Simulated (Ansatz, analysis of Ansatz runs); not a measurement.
# Migration in Y2S2O (P2_1/c): V_O hop (4.0 Å), charge +2, part 3 of 3

Aim: the barrier of one jump in Y2S2O (P2_1/c) at charge +2: V_O hop (4.0 Å). The model is a cell of 40 host atoms with 1 O taken out; O is the atom that moves.

Ansatz 0.2.0; plane-wave PAW DFT, LDA; nudged elastic band between two relaxed defect structures at fixed charge in a uniform background.

So far: Starting point; Relaxation of the start point, charge +2; Relaxation of the end point, charge +2.

**4. Nudged elastic band, charge +2**

5 movable images are laid between the ends on straight lines. Each image feels the true force across the path and a spring force along it. The highest image is set to climb to the top of the path.

This step: plane-wave PAW DFT, LDA; nudged elastic band between two relaxed defect structures at fixed charge in a uniform background.

qp2.neb/input.yaml

```yaml
crystal:
  lattice:
    - [-1.13015356, 6.77967323, 6.6421666]
    - [6.96905613, 0.0, 6.61852732]
    - [8.0992097, 6.77967323, -0.02363928]
  atoms:
    - { symbol: "Y", position: [0.40058848, 0.36767239, 0.52817197] }
    - { symbol: "Y", position: [0.91747766, 0.83102386, 0.03110215] }
    - { symbol: "Y", position: [0.0289958, 0.72652493, 0.41320837] }
    - { symbol: "Y", position: [0.53308918, 0.21641115, 0.91040245] }
    - { symbol: "Y", position: [0.08374867, 0.16686207, 0.96823888] }
    - { symbol: "Y", position: [0.58827055, 0.67018515, 0.47030867] }
    - { symbol: "Y", position: [0.46954486, 0.7781612, 0.08144474] }
    - { symbol: "Y", position: [0.97154491, 0.28061927, 0.58379269] }
    - { symbol: "Y", position: [0.06105551, 0.61836125, 0.80622365] }
    - { symbol: "Y", position: [0.56618528, 0.12073026, 0.28244537] }
    - { symbol: "Y", position: [0.29897799, 0.50340576, 0.07155294] }
    - { symbol: "Y", position: [0.82248357, 0.00681929, 0.56833309] }
    - { symbol: "Y", position: [0.41384336, 0.85818502, 0.71636079] }
    - { symbol: "Y", position: [0.93352595, 0.3768072, 0.20001197] }
    - { symbol: "Y", position: [0.20461719, 0.9871718, 0.43581409] }
    - { symbol: "Y", position: [0.6987801, 0.48536015, 0.93588428] }
    - { symbol: S, position: [0.16240592, 0.81064938, 0.11394496] }
    - { symbol: S, position: [0.6622925, 0.30796515, 0.60827897] }
    - { symbol: S, position: [0.24028532, 0.1901144, 0.12182765] }
    - { symbol: S, position: [0.72326568, 0.72982802, 0.61924044] }
    - { symbol: S, position: [0.28168491, 0.28682882, 0.39108237] }
    - { symbol: S, position: [0.76244234, 0.79798419, 0.88266808] }
    - { symbol: S, position: [0.37532073, 0.5543872, 0.76205066] }
    - { symbol: S, position: [0.8689054, 0.0585952, 0.27251508] }
    - { symbol: S, position: [0.1035737, 0.42396324, 0.66354127] }
    - { symbol: S, position: [0.61486824, 0.91224853, 0.16190282] }
    - { symbol: S, position: [0.33764144, 0.70513277, 0.3794387] }
    - { symbol: S, position: [0.83725903, 0.19275298, 0.8840806] }
    - { symbol: S, position: [0.39429016, 0.08230593, 0.81488343] }
    - { symbol: S, position: [0.88933312, 0.58467579, 0.34006832] }
    - { symbol: S, position: [0.11118074, 0.94022018, 0.73830942] }
    - { symbol: S, position: [0.61691916, 0.42887923, 0.24512217] }
    - { symbol: O, position: [0.44280072, 0.91709325, 0.47276263] }
    - { symbol: O, position: [0.9366862, 0.40967049, 0.97345718] }
    - { symbol: O, position: [0.03497058, 0.82165505, 0.56251637] }
    - { symbol: O, position: [0.52891776, 0.318633, 0.05539057] }
    - { symbol: O, position: [0.06238676, 0.58115833, 0.03471401] }
    - { symbol: O, position: [0.46643837, 0.66889613, 0.9445708] }
    - { symbol: O, position: [0.97882352, 0.17926819, 0.43611377] }
total_charge: 2
basis:
  ecutwfc: 420
  xc_grid: 2
hamiltonian:
  xc: lda
kpoints:
  mp_grid: { grid: [1, 1, 1], shift: [0.25, 0.25, 0.25] }
scf:
  occupations: { method: fixed }
  max_iter: 80
output:
  forces: true
neb:
  images: 5
  f_tol: 0.03
  climbing: true
  initial_path: linear
  max_iterations: 45
  order_check: true
  final_atoms:
    - { symbol: "Y", position: [0.41792812, 0.33681947, 0.52821808] }
    - { symbol: "Y", position: [0.91962282, 0.82997049, 0.02887447] }
    - { symbol: "Y", position: [0.0341026, 0.71869527, 0.41608609] }
    - { symbol: "Y", position: [0.53172893, 0.22871595, 0.91204361] }
    - { symbol: "Y", position: [0.08891476, 0.15937498, 0.97038941] }
    - { symbol: "Y", position: [0.58609681, 0.66944833, 0.47386373] }
    - { symbol: "Y", position: [0.47088306, 0.79667939, 0.10238329] }
    - { symbol: "Y", position: [0.96664189, 0.28102971, 0.58469959] }
    - { symbol: "Y", position: [0.06498498, 0.61948613, 0.80168252] }
    - { symbol: "Y", position: [0.56509075, 0.12705737, 0.29659072] }
    - { symbol: "Y", position: [0.28424317, 0.48741882, 0.08725425] }
    - { symbol: "Y", position: [0.80146141, 0.01031304, 0.56626341] }
    - { symbol: "Y", position: [0.43088219, 0.89946375, 0.67961301] }
    - { symbol: "Y", position: [0.92752829, 0.37553575, 0.20263045] }
    - { symbol: "Y", position: [0.19369097, 0.98677042, 0.44068251] }
    - { symbol: "Y", position: [0.71738256, 0.47036582, 0.93523254] }
    - { symbol: S, position: [0.18497552, 0.79124844, 0.10628906] }
    - { symbol: S, position: [0.65893378, 0.31558531, 0.61223307] }
    - { symbol: S, position: [0.23975599, 0.1901599, 0.12578678] }
    - { symbol: S, position: [0.72912545, 0.69789422, 0.63234532] }
    - { symbol: S, position: [0.26121378, 0.29218951, 0.39060454] }
    - { symbol: S, position: [0.75427077, 0.79316881, 0.88357478] }
    - { symbol: S, position: [0.38106027, 0.57379323, 0.77828237] }
    - { symbol: S, position: [0.87987347, 0.05392582, 0.26174031] }
    - { symbol: S, position: [0.11650871, 0.41372555, 0.66574139] }
    - { symbol: S, position: [0.62106458, 0.92257506, 0.16432581] }
    - { symbol: S, position: [0.33739041, 0.69130114, 0.39741003] }
    - { symbol: S, position: [0.83935492, 0.18866571, 0.88637655] }
    - { symbol: S, position: [0.39165027, 0.07937761, 0.83806832] }
    - { symbol: S, position: [0.88651951, 0.5876842, 0.33678778] }
    - { symbol: S, position: [0.11752407, 0.94231296, 0.73716561] }
    - { symbol: S, position: [0.6075899, 0.45984936, 0.21985246] }
    - { symbol: O, position: [0.43762849, 0.92071805, 0.46588438] }
    - { symbol: O, position: [0.94363834, 0.40434542, 0.97247238] }
    - { symbol: O, position: [0.02706512, 0.81948707, 0.56353669] }
    - { symbol: O, position: [0.52723958, 0.33249448, 0.05826453] }
    - { symbol: O, position: [0.05593537, 0.57907616, 0.03460928] }
    - { symbol: O, position: [0.56511133, 1.09336355, 0.52262544] }
    - { symbol: O, position: [0.96589032, 0.17935368, 0.4393844] }
```

On the command line:

```console
> ansatz run input.yaml --threads 4 --pin off --max-ram 7536MiB --backend cpu --events-out ev --progress --plain --runs-dir out
```

The program printed:

```text
Warning: neb: disabling space-group detection — the band's intermediate images generally break the endpoint symmetry, so the full k-mesh is solved, and no spatial operation symmetrises the density, except that a semilocal band can use its path's symmetry [...]
[...]
parallel-image band execution: 4 concurrent image workers
NEB image 0
Crystal: 39 atoms, lattice volume = 729.080 Å³
Basis set: ecut = 420 eV, 14223 PW (Γ), exchange–correlation on 128×144×144 points (8 copies of the dense FFT grid, shifted against one another)
Bands: 195, of which v1, the nominal top of the filled ones, is band 156 counted from 1 (155 counted from 0)
Symmetry: 1 space group operations
k-points: 1
[...]
SCF iter   1: F=—  HF=-77836.620091 eV  |F-HF|=—  |Δ(HF+E_count)|=         —  Δρ=9.91e-3  dr2=1.51e0  ethr=1.77e-3  ⟨swp⟩=4.0  Hψ=623  notcnv=0  defer=35
[...]
SCF iter   9: F=-77836.151585 eV  HF=-77836.151585 eV  |F-HF|=1.08e-8  |Δ(HF+E_count)|=   5.18e-7  Δρ=3.34e-6  dr2=8.18e-8  ethr=3.21e-11  ⟨swp⟩=3.0  Hψ=624  notcnv=0
SCF 1 converged in 9 iterations: F = -77836.151585 eV  dr2 = 8.18e-8
[...]
NSCF: frozen V_eff on 1 k-points
NEB image 6
SCF iter   1: F=—  HF=-77836.604732 eV  |F-HF|=—  |Δ(HF+E_count)|=         —  Δρ=9.91e-3  dr2=1.51e0  ethr=1.77e-3  ⟨swp⟩=4.0  Hψ=642  notcnv=0  defer=35
[...]
SCF iter  10: F=-77836.134206 eV  HF=-77836.134206 eV  |F-HF|=9.63e-9  |Δ(HF+E_count)|=   3.96e-9  Δρ=1.47e-6  dr2=1.67e-8  ethr=3.21e-11  ⟨swp⟩=4.0  Hψ=532  notcnv=0
SCF 2 converged in 10 iterations: F = -77836.134206 eV  dr2 = 1.67e-8
[...]
NEB end point (image 0): max|allowed force component| = 4.321e-3 eV/Å (the criterion of neb.relax_end_points is 1.000e-2)
NEB end point (image 6): max|allowed force component| = 2.743e-3 eV/Å (the criterion of neb.relax_end_points is 1.000e-2)
NEB image 1
SCF iter   1: F=—  HF=-77832.981994 eV  |F-HF|=—  |Δ(HF+E_count)|=         —  Δρ=1.04e-2  dr2=1.60e0  ethr=1.77e-3  ⟨swp⟩=4.0  Hψ=555  notcnv=0  defer=35
[...]
SCF iter   9: F=-77832.479264 eV  HF=-77832.479264 eV  |F-HF|=6.66e-9  |Δ(HF+E_count)|=   3.47e-7  Δρ=3.47e-6  dr2=8.81e-8  ethr=3.21e-11  ⟨swp⟩=3.0  Hψ=721  notcnv=0
SCF 3 converged in 9 iterations: F = -77832.479264 eV  dr2 = 8.81e-8
NEB image 2
SCF iter   1: F=—  HF=-77819.442819 eV  |F-HF|=—  |Δ(HF+E_count)|=         —  Δρ=2.75e-2  dr2=1.07e1  ethr=1.77e-3  ⟨swp⟩=4.0  Hψ=629  notcnv=0  defer=35
[...]
SCF iter  11: F=-77816.280837 eV  HF=-77816.280837 eV  |F-HF|=1.15e-9  |Δ(HF+E_count)|=   5.12e-8  Δρ=2.02e-6  dr2=3.41e-8  ethr=3.21e-11  ⟨swp⟩=3.0  Hψ=657  notcnv=0
SCF 4 converged in 11 iterations: F = -77816.280837 eV  dr2 = 3.41e-8
NEB image 3
SCF iter   1: F=—  HF=-77805.915430 eV  |F-HF|=—  |Δ(HF+E_count)|=         —  Δρ=4.84e-2  dr2=1.92e1  ethr=1.77e-3  ⟨swp⟩=5.0  Hψ=693  notcnv=0  defer=35
[...]
SCF iter  11: F=-77799.836187 eV  HF=-77799.836187 eV  |F-HF|=1.27e-8  |Δ(HF+E_count)|=   9.56e-9  Δρ=1.98e-6  dr2=3.14e-8  ethr=3.21e-11  ⟨swp⟩=4.0  Hψ=597  notcnv=0
SCF 5 converged in 11 iterations: F = -77799.836187 eV  dr2 = 3.14e-8
NEB image 4
SCF iter   1: F=—  HF=-77819.293521 eV  |F-HF|=—  |Δ(HF+E_count)|=         —  Δρ=2.23e-2  dr2=6.67e0  ethr=1.77e-3  ⟨swp⟩=4.0  Hψ=626  notcnv=0  defer=35
[...]
SCF iter  11: F=-77817.222683 eV  HF=-77817.222683 eV  |F-HF|=3.22e-9  |Δ(HF+E_count)|=   1.81e-8  Δρ=1.37e-6  dr2=1.43e-8  ethr=3.21e-11  ⟨swp⟩=4.0  Hψ=597  notcnv=0
SCF 6 converged in 11 iterations: F = -77817.222683 eV  dr2 = 1.43e-8
NEB image 5
SCF iter   1: F=—  HF=-77833.260983 eV  |F-HF|=—  |Δ(HF+E_count)|=         —  Δρ=1.02e-2  dr2=1.51e0  ethr=1.77e-3  ⟨swp⟩=4.0  Hψ=558  notcnv=0  defer=35
[...]
SCF iter   9: F=-77832.790136 eV  HF=-77832.790136 eV  |F-HF|=6.78e-9  |Δ(HF+E_count)|=   3.02e-8  Δρ=3.09e-6  dr2=8.90e-8  ethr=3.21e-11  ⟨swp⟩=3.0  Hψ=603  notcnv=0
SCF 7 converged in 9 iterations: F = -77832.790136 eV  dr2 = 8.90e-8
NEB iter   1: max|band force component| = 1.144e2 eV/Å  barrier→ = 36.3154 eV  barrier← = 36.2980 eV  Δτ_max = 0.2000 Å  (70 SCF iters)
[... from here on, the SCF cycles and remarks between the steps are left out ...]
NEB iter   2: max|band force component| = 3.100e1 eV/Å  barrier→ = 13.3990 eV  barrier← = 13.3816 eV  Δτ_max = 0.2000 Å  (47 SCF iters)
NEB iter   3: max|band force component| = 2.005e1 eV/Å  barrier→ = 9.2281 eV  barrier← = 9.2107 eV  Δτ_max = 0.1960 Å  (45 SCF iters)
NEB iter   4: max|band force component| = 8.609e0 eV/Å  barrier→ = 6.1766 eV  barrier← = 6.1592 eV  Δτ_max = 0.2000 Å  (45 SCF iters)
NEB iter   5: max|band force component| = 4.202e0 eV/Å  barrier→ = 5.0951 eV  barrier← = 5.0777 eV  Δτ_max = 0.1558 Å  (42 SCF iters)
NEB iter   6: max|band force component| = 1.764e0 eV/Å  barrier→ = 4.6261 eV  barrier← = 4.6088 eV  Δτ_max = 0.0705 Å  (41 SCF iters)
NEB iter   7: max|band force component| = 6.968e-1 eV/Å  barrier→ = 4.4856 eV  barrier← = 4.4682 eV  Δτ_max = 0.1980 Å  (39 SCF iters)
NEB iter   8: max|band force component| = 1.217e0 eV/Å  barrier→ = 4.8689 eV  barrier← = 4.8515 eV  Δτ_max = 0.0995 Å  (44 SCF iters)
[...]
NEB iter  18: max|band force component| = 1.491e-1 eV/Å  barrier→ = 4.3415 eV  barrier← = 4.3241 eV  CI = image 3  Δτ_max = 0.1142 Å  (37 SCF iters)
NEB iter  19: max|band force component| = 2.375e-1 eV/Å  barrier→ = 4.2902 eV  barrier← = 4.2728 eV  CI = image 3  Δτ_max = 0.1822 Å  (40 SCF iters)
NEB iter  20: max|band force component| = 2.493e-1 eV/Å  barrier→ = 4.1804 eV  barrier← = 4.1630 eV  CI = image 3  Δτ_max = 0.0924 Å  (43 SCF iters)
NEB iter  21: max|band force component| = 1.704e-1 eV/Å  barrier→ = 4.1228 eV  barrier← = 4.1054 eV  CI = image 3  Δτ_max = 0.0923 Å  (39 SCF iters)
NEB iter  22: max|band force component| = 1.875e-1 eV/Å  barrier→ = 4.0828 eV  barrier← = 4.0654 eV  CI = image 3  Δτ_max = 0.0461 Å  (39 SCF iters)
NEB iter  23: max|band force component| = 1.367e-1 eV/Å  barrier→ = 4.0695 eV  barrier← = 4.0521 eV  CI = image 3  Δτ_max = 0.0461 Å  (36 SCF iters)
NEB iter  24: max|band force component| = 8.424e-2 eV/Å  barrier→ = 4.0643 eV  barrier← = 4.0470 eV  CI = image 3  Δτ_max = 0.0274 Å  (35 SCF iters)
NEB iter  25: max|band force component| = 9.969e-2 eV/Å  barrier→ = 4.0619 eV  barrier← = 4.0445 eV  CI = image 3  Δτ_max = 0.0137 Å  (33 SCF iters)
NEB iter  26: max|band force component| = 4.565e-2 eV/Å  barrier→ = 4.0601 eV  barrier← = 4.0427 eV  CI = image 3  Δτ_max = 0.0089 Å  (30 SCF iters)
NEB iter  27: max|band force component| = 1.983e-2 eV/Å  barrier→ = 4.0593 eV  barrier← = 4.0419 eV  CI = image 3  Δτ_max = 0.0000 Å  (569 SCF iters)
SCF converged after 6 iterations
Free energy (F): -77832.092293 eV
[...]
Internal energy: -77832.092293 eV  (E = F + TS)
E sigma→0 (E₀):  -77832.092293 eV
Fermi energy:    9.531711 eV
[...]
--- Forces (eV/Å), atoms counted from 1 ---
  atom   1  Y      0.00371359     0.00163426    -0.00935937
  atom   2  Y     -0.00598034    -0.00735541     0.00241236
  [... 4 atoms left out ...]
  atom   7  Y     -0.00623827     0.00541938    -0.00117116
  [... 4 atoms left out ...]
  atom  12  Y     -0.00473865     0.00967505     0.02005879
  atom  13  Y      0.00470722     0.00490082    -0.00492505
  [... 2 atoms left out ...]
  atom  16  Y     -0.00558943     0.01185228    -0.01010731
  [... 3 atoms left out ...]
  atom  20  S      0.00959727    -0.01292674     0.01263319
  [... 1 atom left out ...]
  atom  22  S      0.00128355    -0.00230422     0.00274744
  [... 6 atoms left out ...]
  atom  29  S      0.00291434    -0.00213105     0.00518609
  [... 1 atom left out ...]
  atom  31  S      0.00509335     0.00071168    -0.00642879
  [... 1 atom left out ...]
  atom  33  O     -0.00418862    -0.01543473    -0.00669542
  [... 4 atoms left out ...]
  atom  38  O      0.00435529    -0.00620373    -0.01134384
  [... 1 atom left out ...]
  max |Σ_I F_I| component: 2.42e-5 eV/Å
--- Band table (eV) ---
[...]
this run last wrote the band of iteration 27 to <dir>; this run last wrote the band within `neb.f_tol` of iteration 15 to <dir>
--- NEB band (7 images, 27 band iterations, 1764 SCF iterations) ---
  forward barrier  = 4.059291 eV
  backward barrier = 4.041912 eV
  climbing image's point = a first-order saddle point (lowest curvatures found: -1.00 and 1.29 eV/Å²)
  energies are F+E_penalty+E_count in eV, relative to image 0
  image     s (Å)  Δ vs image 0  max|band force component| (eV/Å)
      0    0.0000      0.000000                                 —
      1    0.9834      1.152616                          8.073e-3
      2    1.9669      3.184718                          1.695e-2
  *   3    2.9504      4.059291                          1.983e-2
      4    3.9997      3.451526                          1.015e-2
      5    5.0491      1.265900                          3.557e-3
      6    6.0985      0.017379                                 —
  saddle-point geometry (image 3):
  cell:  # Å, volume = 729.0804 Å³
    - [-1.13015356, 6.77967323, 6.6421666]
    - [6.96905613, 0.0, 6.61852732]
    - [8.0992097, 6.77967323, -0.02363928]
  atoms:
    - { symbol: Y, position: [0.406238, 0.372199, 0.521676] }
    - { symbol: Y, position: [0.921418, 0.835657, 0.031877] }
    - { symbol: Y, position: [0.031741, 0.715865, 0.415231] }
    - { symbol: Y, position: [0.531818, 0.239487, 0.902285] }
    - { symbol: Y, position: [0.079453, 0.171884, 0.968237] }
    - { symbol: Y, position: [0.588111, 0.681314, 0.466373] }
    - { symbol: Y, position: [0.473841, 0.803767, 0.088678] }
    - { symbol: Y, position: [0.954956, 0.295063, 0.583480] }
    - { symbol: Y, position: [0.068079, 0.613338, 0.809018] }
    - { symbol: Y, position: [0.565885, 0.136901, 0.271797] }
    - { symbol: Y, position: [0.279925, 0.487753, 0.094986] }
    - { symbol: Y, position: [0.801774, -0.018876, 0.601059] }
    - { symbol: Y, position: [0.389957, 0.906277, 0.695685] }
    - { symbol: Y, position: [0.914278, 0.381871, 0.201558] }
    - { symbol: Y, position: [0.183958, 0.993566, 0.439906] }
    - { symbol: Y, position: [0.698250, 0.522721, 0.905484] }
    - { symbol: S, position: [0.189506, 0.798219, 0.097606] }
    - { symbol: S, position: [0.657090, 0.311216, 0.603776] }
    - { symbol: S, position: [0.236432, 0.192505, 0.125987] }
    - { symbol: S, position: [0.796168, 0.590206, 0.617908] }
    - { symbol: S, position: [0.274951, 0.272863, 0.409303] }
    - { symbol: S, position: [0.767949, 0.779158, 0.913628] }
    - { symbol: S, position: [0.378906, 0.583508, 0.772507] }
    - { symbol: S, position: [0.860908, 0.046444, 0.286020] }
    - { symbol: S, position: [0.126100, 0.417022, 0.669210] }
    - { symbol: S, position: [0.615934, 0.930850, 0.157614] }
    - { symbol: S, position: [0.333572, 0.711536, 0.386062] }
    - { symbol: S, position: [0.835420, 0.190460, 0.892206] }
    - { symbol: S, position: [0.391927, 0.095425, 0.825493] }
    - { symbol: S, position: [0.888488, 0.586225, 0.319379] }
    - { symbol: S, position: [0.084514, 0.948122, 0.735568] }
    - { symbol: S, position: [0.592478, 0.455867, 0.226171] }
    - { symbol: O, position: [0.451644, 0.927809, 0.466835] }
    - { symbol: O, position: [0.931028, 0.412662, 0.969993] }
    - { symbol: O, position: [0.020373, 0.814720, 0.569624] }
    - { symbol: O, position: [0.521258, 0.346275, 0.046463] }
    - { symbol: O, position: [0.063715, 0.573777, 0.035073] }
    - { symbol: O, position: [0.608840, 0.804657, 0.739059] }
    - { symbol: O, position: [0.961063, 0.179993, 0.437987] }
```

Run time: 27 min. Hardware: 4 threads of Arm Neoverse V1, shared host; peak memory 3.4 GiB; 81 min of CPU time.

The path, image by image:

```
image  path (Å)  energy (eV)       O38: x, y, z (Å)
    0     0.000       0.0000   11.785, 9.566, 7.503
    1     0.983       1.1526   11.683, 9.502, 7.960
    2     1.967       3.1847   11.369, 9.373, 8.668
    3     2.950       4.0593   10.905, 9.138, 9.352
    4     4.000       3.4515  10.891, 8.545, 10.065
    5     5.049       1.2659  11.023, 7.815, 10.641
    6     6.099       0.0174  11.214, 7.375, 10.978
```

Numbers from this step:

| Quantity | Value |
| --- | --- |
| free energy | -77832.0923 eV |
| barrier forward | 4.059 eV |
| barrier backward | 4.042 eV |
| end less start | 0.01738 eV |
| hop length | 4.148 Å |

Track of the atom that was set to move:

```
image  x (Å)  y (Å)  z (Å)  nearest neighbour  distance (Å)
    0  11.79  9.566  7.503                  Y         2.161
    1  11.68  9.502   7.96                  Y         2.083
    2  11.37  9.373  8.668                  Y         2.015
    3   10.9  9.138  9.352                  Y         2.034
    4  10.89  8.545  10.06                  Y         1.999
    5  11.02  7.815  10.64                  Y         2.079
    6  11.21  7.374  10.98                  Y         2.185
```

The band met its tolerance of 0.03 eV/Å after 27 iterations, with image 3 on top (the start counts as 0). O38, which moves farthest between the ends, has 4 Y at 2.16 to 2.24 Å nearest at the start and 2 Y at 2.03 to 2.27 Å at the top. Between images 4 and 5 a bond changes partner or an atom moves over 0.9 Å. No image samples that step, so along this band the top may lie higher.

**5. Results**

| Property | Result |
| --- | --- |
| barrier forward | 4.06 eV (in doubt, see below) |
| barrier backward | 4.04 eV |
| end less start | 0.02 eV |
| hop length | 4.15 Å |
| band iterations, as the log counts them | 27 |

**Reading.** The top of the band lies 4.06 eV above the start and 4.04 eV above the end. Between images 4 and 5 a bond changes partner or an atom moves over 0.9 Å. No image samples that step, so along this band the top may lie higher. At the top O38 stands 2.03 Å from its nearest Y, 0.13 Å closer than at the start. No image-charge correction is applied; it largely cancels along a path if the charge stays localised alike. Limits: one k-point off the zone centre stands for the whole zone.

[Long decimals in the printed logs are rounded to 6 places.]

[Repeated set-up lines and some long k-point lines are left out of the logs, and relaxed atomic positions are cut to six decimals.]

[Logs are printed without paths, hosts, clocks, repeated set-up lines and the standing remarks that a program may print on its own settings, such as how far it seeks lower states.]

[Hosts, paths, dates, database ids (printed as entryN), source tags and the programs' standing remarks are cut or masked in the printed files.]
